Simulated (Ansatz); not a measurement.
In doubt: masses and optical values from hybrid runs of this build are listed as unsure (in some of the runs), which bears on the screening that GW takes from such a start.

Two G0W0 runs on CaHBr (layers cut from the bulk crystal).

The cell holds 6 atoms: 2 Br, 2 Ca and 2 H. Cell: a = 3.730 Å, b = 3.730 Å, c = 33.700 Å, α = 90.0°, β = 90.0°, γ = 90.0°. It derives from CaHBr. Vacuum lies along c.

```xyz
6
Lattice="3.7302 0.0000 0.0000 0.0000 3.7302 0.0000 0.0000 0.0000 33.7000" Properties=species:S:1:pos:R:3
Br    0.0000    1.8651   14.2278
Ca    1.8651    0.0000   15.5728
H     1.8651    1.8651   16.8500
H     0.0000    0.0000   16.8500
Ca    0.0000    1.8651   18.1272
Br    1.8651    0.0000   19.4722
```

The structure was relaxed with PBEsol-D3(BJ). The runs that relaxed it are not among those shown. PAW set soft_2, made with PBE.

The first (Ansatz 0.2.0; start HSE06, 4×4×1 mesh, 259 empty bands, screening to 39 eV; 8 threads of Arm Neoverse V2, shared host) gave, on its mesh: starting gap 5.45 eV, G0W0 gap 7.63 eV, mean of 1 + 4πα/V (set by the cell height) 1.42, 2.1 min.

The second gave: starting gap 4.08 eV, G0W0 gap 6.98 eV, mean of 1 + 4πα/V (set by the cell height) 1.52, 46 s.

**Question.** What was changed in the input? Choose among start, files, mesh, bands and cutoff, frequency model or another key.

Changed: start from HSE06 to PBEsol and mesh from 4×4×1 to 6×6×1. A jump of this size in the start, with ε∞ moving the other way, marks another functional. Other changes could give like numbers; this is the one that was made.

Limits: not at the basis limit; coarse mesh for a sheet; no spin-orbit coupling.

[Paths, hosts, dates, memory and timing lines, banners, echoed tables and standing remarks are left out of the program output.]

[Logs are printed without paths, hosts, clocks, repeated set-up lines and the standing remarks that a program may print on its own settings, such as how far it seeks lower states.]

[Runs of the session that timed out or met a known fault of the program may be left out.]

[Cells called generated may have been cut or substituted from an entry of the Crystallography Open Database or the Materials Project.]

[Hosts, paths, dates, database ids (printed as entryN), source tags and the programs' standing remarks are cut or masked in the printed files.]
